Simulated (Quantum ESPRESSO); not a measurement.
## Magnetic state of BaMn2Bi2 from several starts

Aim: find out which collinear order of BaMn2Bi2 costs least.

Program: Quantum ESPRESSO 7.5. Level of theory: PBE; plane waves with GBRV 1.5 PBE potentials, no spin-orbit coupling. Results are calculated unless marked as measured.

## Step 1: Starting point

It takes space group I4/mmm (No. 139, tetragonal). Conventional cell: a = 4.493 Å, b = 4.493 Å, c = 14.556 Å, α = 90.00°, β = 90.00°, γ = 90.00°. Ba has 8 Bi at 3.72 Å nearest. Nearest to Mn lie 4 Bi at 2.82 Å. Nearest to Bi lie 4 Mn at 2.82 Å and 4 Ba at 3.72 Å. Farther neighbours are not listed.

Structure file:

```cif
data_structure
_symmetry_space_group_name_H-M 'P 1'
_symmetry_Int_Tables_number 1
_cell_length_a 7.9413
_cell_length_b 7.9413
_cell_length_c 7.9413
_cell_angle_alpha 147.138
_cell_angle_beta 147.138
_cell_angle_gamma 47.160
_cell_volume 146.90
loop_
_atom_site_label
_atom_site_type_symbol
_atom_site_fract_x
_atom_site_fract_y
_atom_site_fract_z
_atom_site_occupancy
Ba1 Ba 0.00000 0.00000 0.00000 1
Mn2 Mn 0.25000 0.75000 0.50000 1
Mn3 Mn 0.75000 0.25000 0.50000 1
Bi4 Bi 0.36679 0.36679 0.00000 1
Bi5 Bi 0.63321 0.63321 0.00000 1
```

The cell comes from Materials Project 2023-11-01, a database of computed structures, and need not be the stable phase.

## Step 2: Start 1: ferro ++

The signs are those of the starting moments on the seeded atoms, the atoms that are given a moment.

pw.in

```
&CONTROL
  calculation = 'scf'
  prefix = 'pwscf'
  outdir = './tmp'
  pseudo_dir = './pseudo'
  disk_io = 'nowf'
/
&SYSTEM
  ibrav = 0
  celldm(1) = 8
  nat = 5
  ntyp = 3
  ecutwfc = 40
  ecutrho = 280
  nbnd = 49
  occupations = 'smearing'
  smearing = 'fd'
  degauss = 0.00367493
  nspin = 2
  starting_magnetization(1) = 0
  starting_magnetization(2) = 0.2333
  starting_magnetization(3) = 0
/
&ELECTRONS
  conv_thr = 1d-08
  electron_maxstep = 150
  mixing_beta = 0.3
/
ATOMIC_SPECIES
Ba    137.3270 ba_pbe_v1.uspp.F.UPF
Mn     54.9380 mn_pbe_v1.5.uspp.F.UPF
Bi    208.9804 bi_pbe_v1.uspp.F.UPF
CELL_PARAMETERS alat
  -0.5306079957522    0.5306079957522    1.7192208949910
   0.5306079957522   -0.5306079957522    1.7192208949910
   0.5306079957522    0.5306079957522   -1.7192208949910
ATOMIC_POSITIONS crystal
Ba      0.0000000000    0.0000000000    0.0000000000
Mn      0.2500000000    0.7500000000    0.5000000000
Mn      0.7500000000    0.2500000000    0.5000000000
Bi      0.3667880000    0.3667880000    0.0000000000
Bi      0.6332120000    0.6332120000    0.0000000000
K_POINTS automatic
10 10 10 0 0 0
```

The run is started by

```console
> OMP_NUM_THREADS=1 mpirun -n 4 pw.x -nk 4 -in pw.in > pw.out
```

What it wrote:

```text
Program PWSCF v.7.5 starts

     Message from routine setup:
     using ibrav=0 with symmetry is DISCOURAGED, use correct ibrav instead

     K-points division:     npool     =       4
     Subspace diagonalization in iterative solution of the eigenvalue problem:

     G-vector sticks info
     --------------------
     sticks:   dense  smooth     PW     G-vecs:    dense   smooth      PW
     Sum        3659    2107    719                78345    33847    6749

     Using Slab Decomposition

     bravais-lattice index     =            0
     lattice parameter (alat)  =       8.0000  a.u.
     unit-cell volume          =     991.3094 (a.u.)^3
     number of atoms/cell      =            5
     number of atomic types    =            3
     number of electrons       =        70.00
     number of Kohn-Sham states=           49
     kinetic-energy cutoff     =      40.0000  Ry
     charge density cutoff     =     280.0000  Ry
     scf convergence threshold =      1.0E-08
     mixing beta               =       0.3000
     number of iterations used =            8  plain     mixing
     Exchange-correlation= SLA  PW   PBE  PBE
                           (   1   4   3   4   0   0   0)

     celldm(1)=   8.000000  celldm(2)=   0.000000  celldm(3)=   0.000000
     celldm(4)=   0.000000  celldm(5)=   0.000000  celldm(6)=   0.000000

     crystal axes: (cart. coord. in units of alat)
               a(1) = (  -0.530608   0.530608   1.719221 )
               a(2) = (   0.530608  -0.530608   1.719221 )
               a(3) = (   0.530608   0.530608  -1.719221 )

     reciprocal axes: (cart. coord. in units 2 pi/alat)
               b(1) = (  0.000000  0.942315  0.290829 )
               b(2) = (  0.942315  0.000000  0.290829 )
               b(3) = (  0.942315  0.942315  0.000000 )

     PseudoPot. # 1 for Ba read from file:
     ba_pbe_v1.uspp.F.UPF
     Pseudo is Ultrasoft + core correction, Zval = 10.0
     Generated by new atomic code, or converted to UPF format
     Using radial grid of  907 points,  7 beta functions with:
                l(1) =   0
                l(2) =   0
                l(3) =   1
                l(4) =   1
                l(5) =   2
                l(6) =   2
                l(7) =   3
     Q(r) pseudized with  6 coefficients,  rinner =    1.700   1.700   1.700
                                                       1.700   1.700   1.700
                                                       1.700

     PseudoPot. # 2 for Mn read from file:
     mn_pbe_v1.5.uspp.F.UPF
     Pseudo is Ultrasoft + core correction, Zval = 15.0
     Generated by new atomic code, or converted to UPF format
     Using radial grid of  859 points,  6 beta functions with:
                l(1) =   0
                l(2) =   0
                l(3) =   1
                l(4) =   1
                l(5) =   2
                l(6) =   2
     Q(r) pseudized with  8 coefficients,  rinner =    0.950   0.950   0.950
                                                       0.950   0.950

     PseudoPot. # 3 for Bi read from file:
     bi_pbe_v1.uspp.F.UPF
     Pseudo is Ultrasoft + core correction, Zval = 15.0
     Generated by new atomic code, or converted to UPF format
     Using radial grid of  899 points,  6 beta functions with:
                l(1) =   0
                l(2) =   0
                l(3) =   1
                l(4) =   1
                l(5) =   2
                l(6) =   2
     Q(r) pseudized with  6 coefficients,  rinner =    1.000   1.000   1.000
                                                       1.000   1.000

     atomic species   valence    mass     pseudopotential
     Ba               10.00   137.32700     Ba( 1.00)
     Mn               15.00    54.93800     Mn( 1.00)
     Bi               15.00   208.98040     Bi( 1.00)

     Starting magnetic structure
     atomic species   magnetization
     Ba              0.000
     Mn              0.233
     Bi              0.000

     16 Sym. Ops., with inversion, found

   Cartesian axes

     site n.     atom                  positions (alat units)
         1        Ba     tau(   1) = (   0.0000000   0.0000000   0.0000000  )
         2        Mn     tau(   2) = (   0.5306080   0.0000000   0.8596104  )
         3        Mn     tau(   3) = (   0.0000000   0.5306080   0.8596104  )
         4        Bi     tau(   4) = (   0.0000000  -0.0000000   1.2611792  )
         5        Bi     tau(   5) = (  -0.0000000  -0.0000000   2.1772626  )

     number of k points=   102  Fermi-Dirac smearing, width (Ry)=  0.0037

     Number of k-points >= 100: set verbosity='high' to print them.

     Dense  grid:    78345 G-vectors     FFT dimensions: (  80,  80,  80)

     Smooth grid:    33847 G-vectors     FFT dimensions: (  64,  64,  64)

     Check: negative core charge=   -0.000020
     Generating pointlists ...
     new r_m :   0.3626 (alat units)  2.9012 (a.u.) for type    1
     new r_m :   0.2745 (alat units)  2.1959 (a.u.) for type    2
     new r_m :   0.2745 (alat units)  2.1959 (a.u.) for type    3

     Initial potential from superposition of free atoms

     starting charge      66.9847, renormalised to      70.0000

     negative rho (up, down):  9.273E-02 9.279E-02
     Starting wfcs are   57 randomized atomic wfcs

     Self-consistent Calculation

     iteration #  1     ecut=    40.00 Ry     beta= 0.30
     Davidson diagonalization with overlap
     ethr =  1.00E-02,  avg # of iterations =  4.7

     negative rho (up, down):  8.759E-02 8.763E-02

     total energy              =    -855.96600038 Ry
     estimated scf accuracy    <      19.37843282 Ry

     total magnetization       =     3.48 Bohr mag/cell
     absolute magnetization    =     3.85 Bohr mag/cell

     iteration #  2     ecut=    40.00 Ry     beta= 0.30
     Davidson diagonalization with overlap
     ethr =  1.00E-02,  avg # of iterations =  3.8

     negative rho (up, down):  8.634E-02 8.631E-02

     total energy              =    -860.80555887 Ry
     estimated scf accuracy    <      52.32646715 Ry

     total magnetization       =     0.69 Bohr mag/cell
     absolute magnetization    =     0.69 Bohr mag/cell

     iteration #  3     ecut=    40.00 Ry     beta= 0.30
     Davidson diagonalization with overlap
     ethr =  1.00E-02,  avg # of iterations =  2.1

     negative rho (up, down):  8.598E-02 8.624E-02

     total energy              =    -863.15114185 Ry
     estimated scf accuracy    <       2.05908432 Ry

     total magnetization       =     5.14 Bohr mag/cell
     absolute magnetization    =     5.92 Bohr mag/cell

     [... further iterations left out ...]

     iteration # 14     ecut=    40.00 Ry     beta= 0.30
     Davidson diagonalization with overlap
     ethr =  2.19E-09,  avg # of iterations =  3.2

     negative rho (up, down):  8.732E-02 8.906E-02

     total energy              =    -863.28165584 Ry
     estimated scf accuracy    <       0.00000029 Ry

     total magnetization       =     8.29 Bohr mag/cell
     absolute magnetization    =     8.69 Bohr mag/cell

     iteration # 15     ecut=    40.00 Ry     beta= 0.30
     Davidson diagonalization with overlap
     ethr =  4.17E-10,  avg # of iterations =  2.8

     negative rho (up, down):  8.732E-02 8.907E-02

     total energy              =    -863.28165603 Ry
     estimated scf accuracy    <       0.00000007 Ry

     total magnetization       =     8.29 Bohr mag/cell
     absolute magnetization    =     8.69 Bohr mag/cell

     iteration # 16     ecut=    40.00 Ry     beta= 0.30
     Davidson diagonalization with overlap
     ethr =  9.98E-11,  avg # of iterations =  2.3

     negative rho (up, down):  8.732E-02 8.906E-02

     total energy              =    -863.28165609 Ry
     estimated scf accuracy    <       0.00000004 Ry

     total magnetization       =     8.29 Bohr mag/cell
     absolute magnetization    =     8.69 Bohr mag/cell

     iteration # 17     ecut=    40.00 Ry     beta= 0.30
     Davidson diagonalization with overlap
     ethr =  5.17E-11,  avg # of iterations =  2.7

     negative rho (up, down):  8.732E-02 8.906E-02

     Magnetic moment per site  (integrated on atomic sphere of radius R)
     atom   1 (R=0.363)  charge=  8.2311  magn=  0.0562
     atom   2 (R=0.274)  charge= 13.6228  magn=  3.9085
     atom   3 (R=0.274)  charge= 13.6228  magn=  3.9085
     atom   4 (R=0.274)  charge= 12.2916  magn= -0.0478
     atom   5 (R=0.274)  charge= 12.2916  magn= -0.0478

     End of self-consistent calculation

     Number of k-points >= 100: set verbosity='high' to print the bands.

     the Fermi energy is    10.4267 ev

!    total energy              =    -863.28165614 Ry
     estimated scf accuracy    <          4.5E-09 Ry
     smearing contrib. (-TS)   =      -0.00318692 Ry
     internal energy E=F+TS    =    -863.27846922 Ry

     The total energy is F=E-TS. E is the sum of the following terms:
     one-electron contribution =    -490.17552984 Ry
     hartree contribution      =     276.50492312 Ry
     xc contribution           =    -210.42796960 Ry
     ewald contribution        =    -439.17989291 Ry

     total magnetization       =     8.29 Bohr mag/cell
     absolute magnetization    =     8.69 Bohr mag/cell

     convergence has been achieved in  17 iterations

=------------------------------------------------------------------------------=
   JOB DONE.
=------------------------------------------------------------------------------=
```

It took 7.4 min on 4 MPI ranks of Arm Neoverse V2, shared host; peak memory 1.6 GiB; 29 min of CPU time.

Spin moment in the atom's sphere by atom:

| atom | spin moment in the atom's sphere (μB) |
| --- | --- |
| Ba1 | 0.06 |
| Mn2 | 3.91 |
| Mn3 | 3.91 |
| Bi4 | -0.05 |
| Bi5 | -0.05 |

This step gave:

```
smearing term TS       : 0.04336 eV
magnetization          : 8.286 μB
absolute magnetization : 8.693 μB
final state            : ferromagnetic
```

## Step 3: Run 2 (antiferro +−)

pw.in, as its differences from that of step 2:

```diff
@@ -11,6 +11,6 @@
   nat = 5
-  ntyp = 3
+  ntyp = 4
   ecutwfc = 40
   ecutrho = 280
-  nbnd = 49
+  nbnd = 45
   occupations = 'smearing'
@@ -21,3 +21,4 @@
   starting_magnetization(2) = 0.2333
-  starting_magnetization(3) = 0
+  starting_magnetization(3) = -0.2333
+  starting_magnetization(4) = 0
 /
@@ -30,3 +31,4 @@
 Ba    137.3270 ba_pbe_v1.uspp.F.UPF
-Mn     54.9380 mn_pbe_v1.5.uspp.F.UPF
+Mn1    54.9380 mn_pbe_v1.5.uspp.F.UPF
+Mn2    54.9380 mn_pbe_v1.5.uspp.F.UPF
 Bi    208.9804 bi_pbe_v1.uspp.F.UPF
@@ -38,4 +40,4 @@
 Ba      0.0000000000    0.0000000000    0.0000000000
-Mn      0.2500000000    0.7500000000    0.5000000000
-Mn      0.7500000000    0.2500000000    0.5000000000
+Mn1     0.2500000000    0.7500000000    0.5000000000
+Mn2     0.7500000000    0.2500000000    0.5000000000
 Bi      0.3667880000    0.3667880000    0.0000000000
```

What it wrote:

```text
[banner, memory and clock lines left out]
Program PWSCF v.7.5 starts

     Message from routine setup:
     using ibrav=0 with symmetry is DISCOURAGED, use correct ibrav instead

     bravais-lattice index     =            0
     lattice parameter (alat)  =       8.0000  a.u.
     unit-cell volume          =     991.3094 (a.u.)^3
     number of atoms/cell      =            5
     number of atomic types    =            4
     number of electrons       =        70.00
     number of Kohn-Sham states=           45
     kinetic-energy cutoff     =      40.0000  Ry
     charge density cutoff     =     280.0000  Ry
     scf convergence threshold =      1.0E-08
     mixing beta               =       0.3000
     number of iterations used =            8  plain     mixing
     Exchange-correlation= SLA  PW   PBE  PBE
                           (   1   4   3   4   0   0   0)

     celldm(1)=   8.000000  celldm(2)=   0.000000  celldm(3)=   0.000000
     celldm(4)=   0.000000  celldm(5)=   0.000000  celldm(6)=   0.000000

     crystal axes: (cart. coord. in units of alat)
               a(1) = (  -0.530608   0.530608   1.719221 )
               a(2) = (   0.530608  -0.530608   1.719221 )
               a(3) = (   0.530608   0.530608  -1.719221 )

     reciprocal axes: (cart. coord. in units 2 pi/alat)
               b(1) = (  0.000000  0.942315  0.290829 )
               b(2) = (  0.942315  0.000000  0.290829 )
               b(3) = (  0.942315  0.942315  0.000000 )

     PseudoPot. # 1 for Ba read from file:
     ba_pbe_v1.uspp.F.UPF
     Pseudo is Ultrasoft + core correction, Zval = 10.0

     PseudoPot. # 2 for Mn read from file:
     mn_pbe_v1.5.uspp.F.UPF
     Pseudo is Ultrasoft + core correction, Zval = 15.0

     PseudoPot. # 3 for Mn read from file:
     mn_pbe_v1.5.uspp.F.UPF
     Pseudo is Ultrasoft + core correction, Zval = 15.0

     PseudoPot. # 4 for Bi read from file:
     bi_pbe_v1.uspp.F.UPF
     Pseudo is Ultrasoft + core correction, Zval = 15.0

     atomic species   valence    mass     pseudopotential
     Ba               10.00   137.32700     Ba( 1.00)
     Mn1              15.00    54.93800     Mn( 1.00)
     Mn2              15.00    54.93800     Mn( 1.00)
     Bi               15.00   208.98040     Bi( 1.00)

     Starting magnetic structure
     atomic species   magnetization
     Ba              0.000
     Mn1             0.233
     Mn2            -0.233
     Bi              0.000

      8 Sym. Ops. (no inversion) found

   Cartesian axes

     site n.     atom                  positions (alat units)
         1        Ba     tau(   1) = (   0.0000000   0.0000000   0.0000000  )
         2        Mn1    tau(   2) = (   0.5306080   0.0000000   0.8596104  )
         3        Mn2    tau(   3) = (   0.0000000   0.5306080   0.8596104  )
         4        Bi     tau(   4) = (   0.0000000  -0.0000000   1.2611792  )
         5        Bi     tau(   5) = (  -0.0000000  -0.0000000   2.1772626  )

     number of k points=   102  Fermi-Dirac smearing, width (Ry)=  0.0037

     Number of k-points >= 100: set verbosity='high' to print them.

     Dense  grid:    78345 G-vectors     FFT dimensions: (  80,  80,  80)

     Smooth grid:    33847 G-vectors     FFT dimensions: (  64,  64,  64)

     Check: negative core charge=   -0.000020
     Generating pointlists ...
     new r_m :   0.3626 (alat units)  2.9012 (a.u.) for type    1
     new r_m :   0.2745 (alat units)  2.1959 (a.u.) for type    2
     new r_m :   0.2745 (alat units)  2.1959 (a.u.) for type    3
     new r_m :   0.2745 (alat units)  2.1959 (a.u.) for type    4

     Initial potential from superposition of free atoms

     starting charge      66.9847, renormalised to      70.0000

     negative rho (up, down):  9.276E-02 9.276E-02
     Starting wfcs are   57 randomized atomic wfcs

     Self-consistent Calculation

     iteration #  1     ecut=    40.00 Ry     beta= 0.30
     Davidson diagonalization with overlap
     ethr =  1.00E-02,  avg # of iterations =  3.6

     negative rho (up, down):  8.779E-02 8.779E-02

     total energy              =    -856.80338398 Ry
     estimated scf accuracy    <      17.63172691 Ry

     total magnetization       =    -0.00 Bohr mag/cell
     absolute magnetization    =     4.10 Bohr mag/cell

     iteration #  2     ecut=    40.00 Ry     beta= 0.30
     Davidson diagonalization with overlap
     ethr =  1.00E-02,  avg # of iterations =  4.9

     negative rho (up, down):  8.655E-02 8.655E-02

     total energy              =    -860.66418717 Ry
     estimated scf accuracy    <      49.53874507 Ry

     total magnetization       =    -0.00 Bohr mag/cell
     absolute magnetization    =     0.56 Bohr mag/cell

     [... further iterations left out ...]

     iteration # 16     ecut=    40.00 Ry     beta= 0.30
     Davidson diagonalization with overlap
     ethr =  8.34E-10,  avg # of iterations =  2.0

     negative rho (up, down):  8.838E-02 8.838E-02

     total energy              =    -863.32197113 Ry
     estimated scf accuracy    <       0.00000010 Ry

     total magnetization       =     0.00 Bohr mag/cell
     absolute magnetization    =     8.65 Bohr mag/cell

     iteration # 17     ecut=    40.00 Ry     beta= 0.30
     Davidson diagonalization with overlap
     ethr =  1.38E-10,  avg # of iterations =  3.0

     negative rho (up, down):  8.838E-02 8.838E-02

     Magnetic moment per site  (integrated on atomic sphere of radius R)
     atom   1 (R=0.363)  charge=  8.2137  magn=  0.0000
     atom   2 (R=0.274)  charge= 13.6156  magn=  3.9248
     atom   3 (R=0.274)  charge= 13.6156  magn= -3.9249
     atom   4 (R=0.274)  charge= 12.3062  magn=  0.0000
     atom   5 (R=0.274)  charge= 12.3062  magn=  0.0000

     End of self-consistent calculation

     Number of k-points >= 100: set verbosity='high' to print the bands.

     the Fermi energy is    10.4924 ev

!    total energy              =    -863.32197115 Ry
     estimated scf accuracy    <          5.5E-09 Ry
     smearing contrib. (-TS)   =      -0.00012192 Ry
     internal energy E=F+TS    =    -863.32184923 Ry

     The total energy is F=E-TS. E is the sum of the following terms:
     one-electron contribution =    -490.28084389 Ry
     hartree contribution      =     276.56165423 Ry
     xc contribution           =    -210.42276667 Ry
     ewald contribution        =    -439.17989291 Ry

     total magnetization       =    -0.00 Bohr mag/cell
     absolute magnetization    =     8.65 Bohr mag/cell

     convergence has been achieved in  17 iterations
```

Run time: 6.8 min. Hardware: 4 MPI ranks; peak memory 1.6 GiB.

Spin moment in the atom's sphere by atom:

| atom | spin moment in the atom's sphere (μB) |
| --- | --- |
| Ba1 | 0.00 |
| Mn2 | 3.92 |
| Mn3 | -3.92 |
| Bi4 | 0.00 |
| Bi5 | 0.00 |

This step gave:

| Quantity | Value |
| --- | --- |
| smearing term TS | 0.001659 eV |
| magnetization | 0 μB |
| absolute magnetization | 8.653 μB |
| final state | antiferromagnetic |

[end of part 1 of 2]

[Logs and program files are shortened in this print: banners, set-up blocks, solver, clock and traceback lines can be left out without a mark of their own.]

[Logs are printed without paths, hosts, clocks, repeated set-up lines and the standing remarks that a program may print on its own settings, such as how far it seeks lower states.]

[Hosts, paths, dates, database ids (printed as entryN), source tags and the programs' standing remarks are cut or masked in the printed files.]

[Where a cell is said to come from a database of computed structures, the database is the Materials Project.]
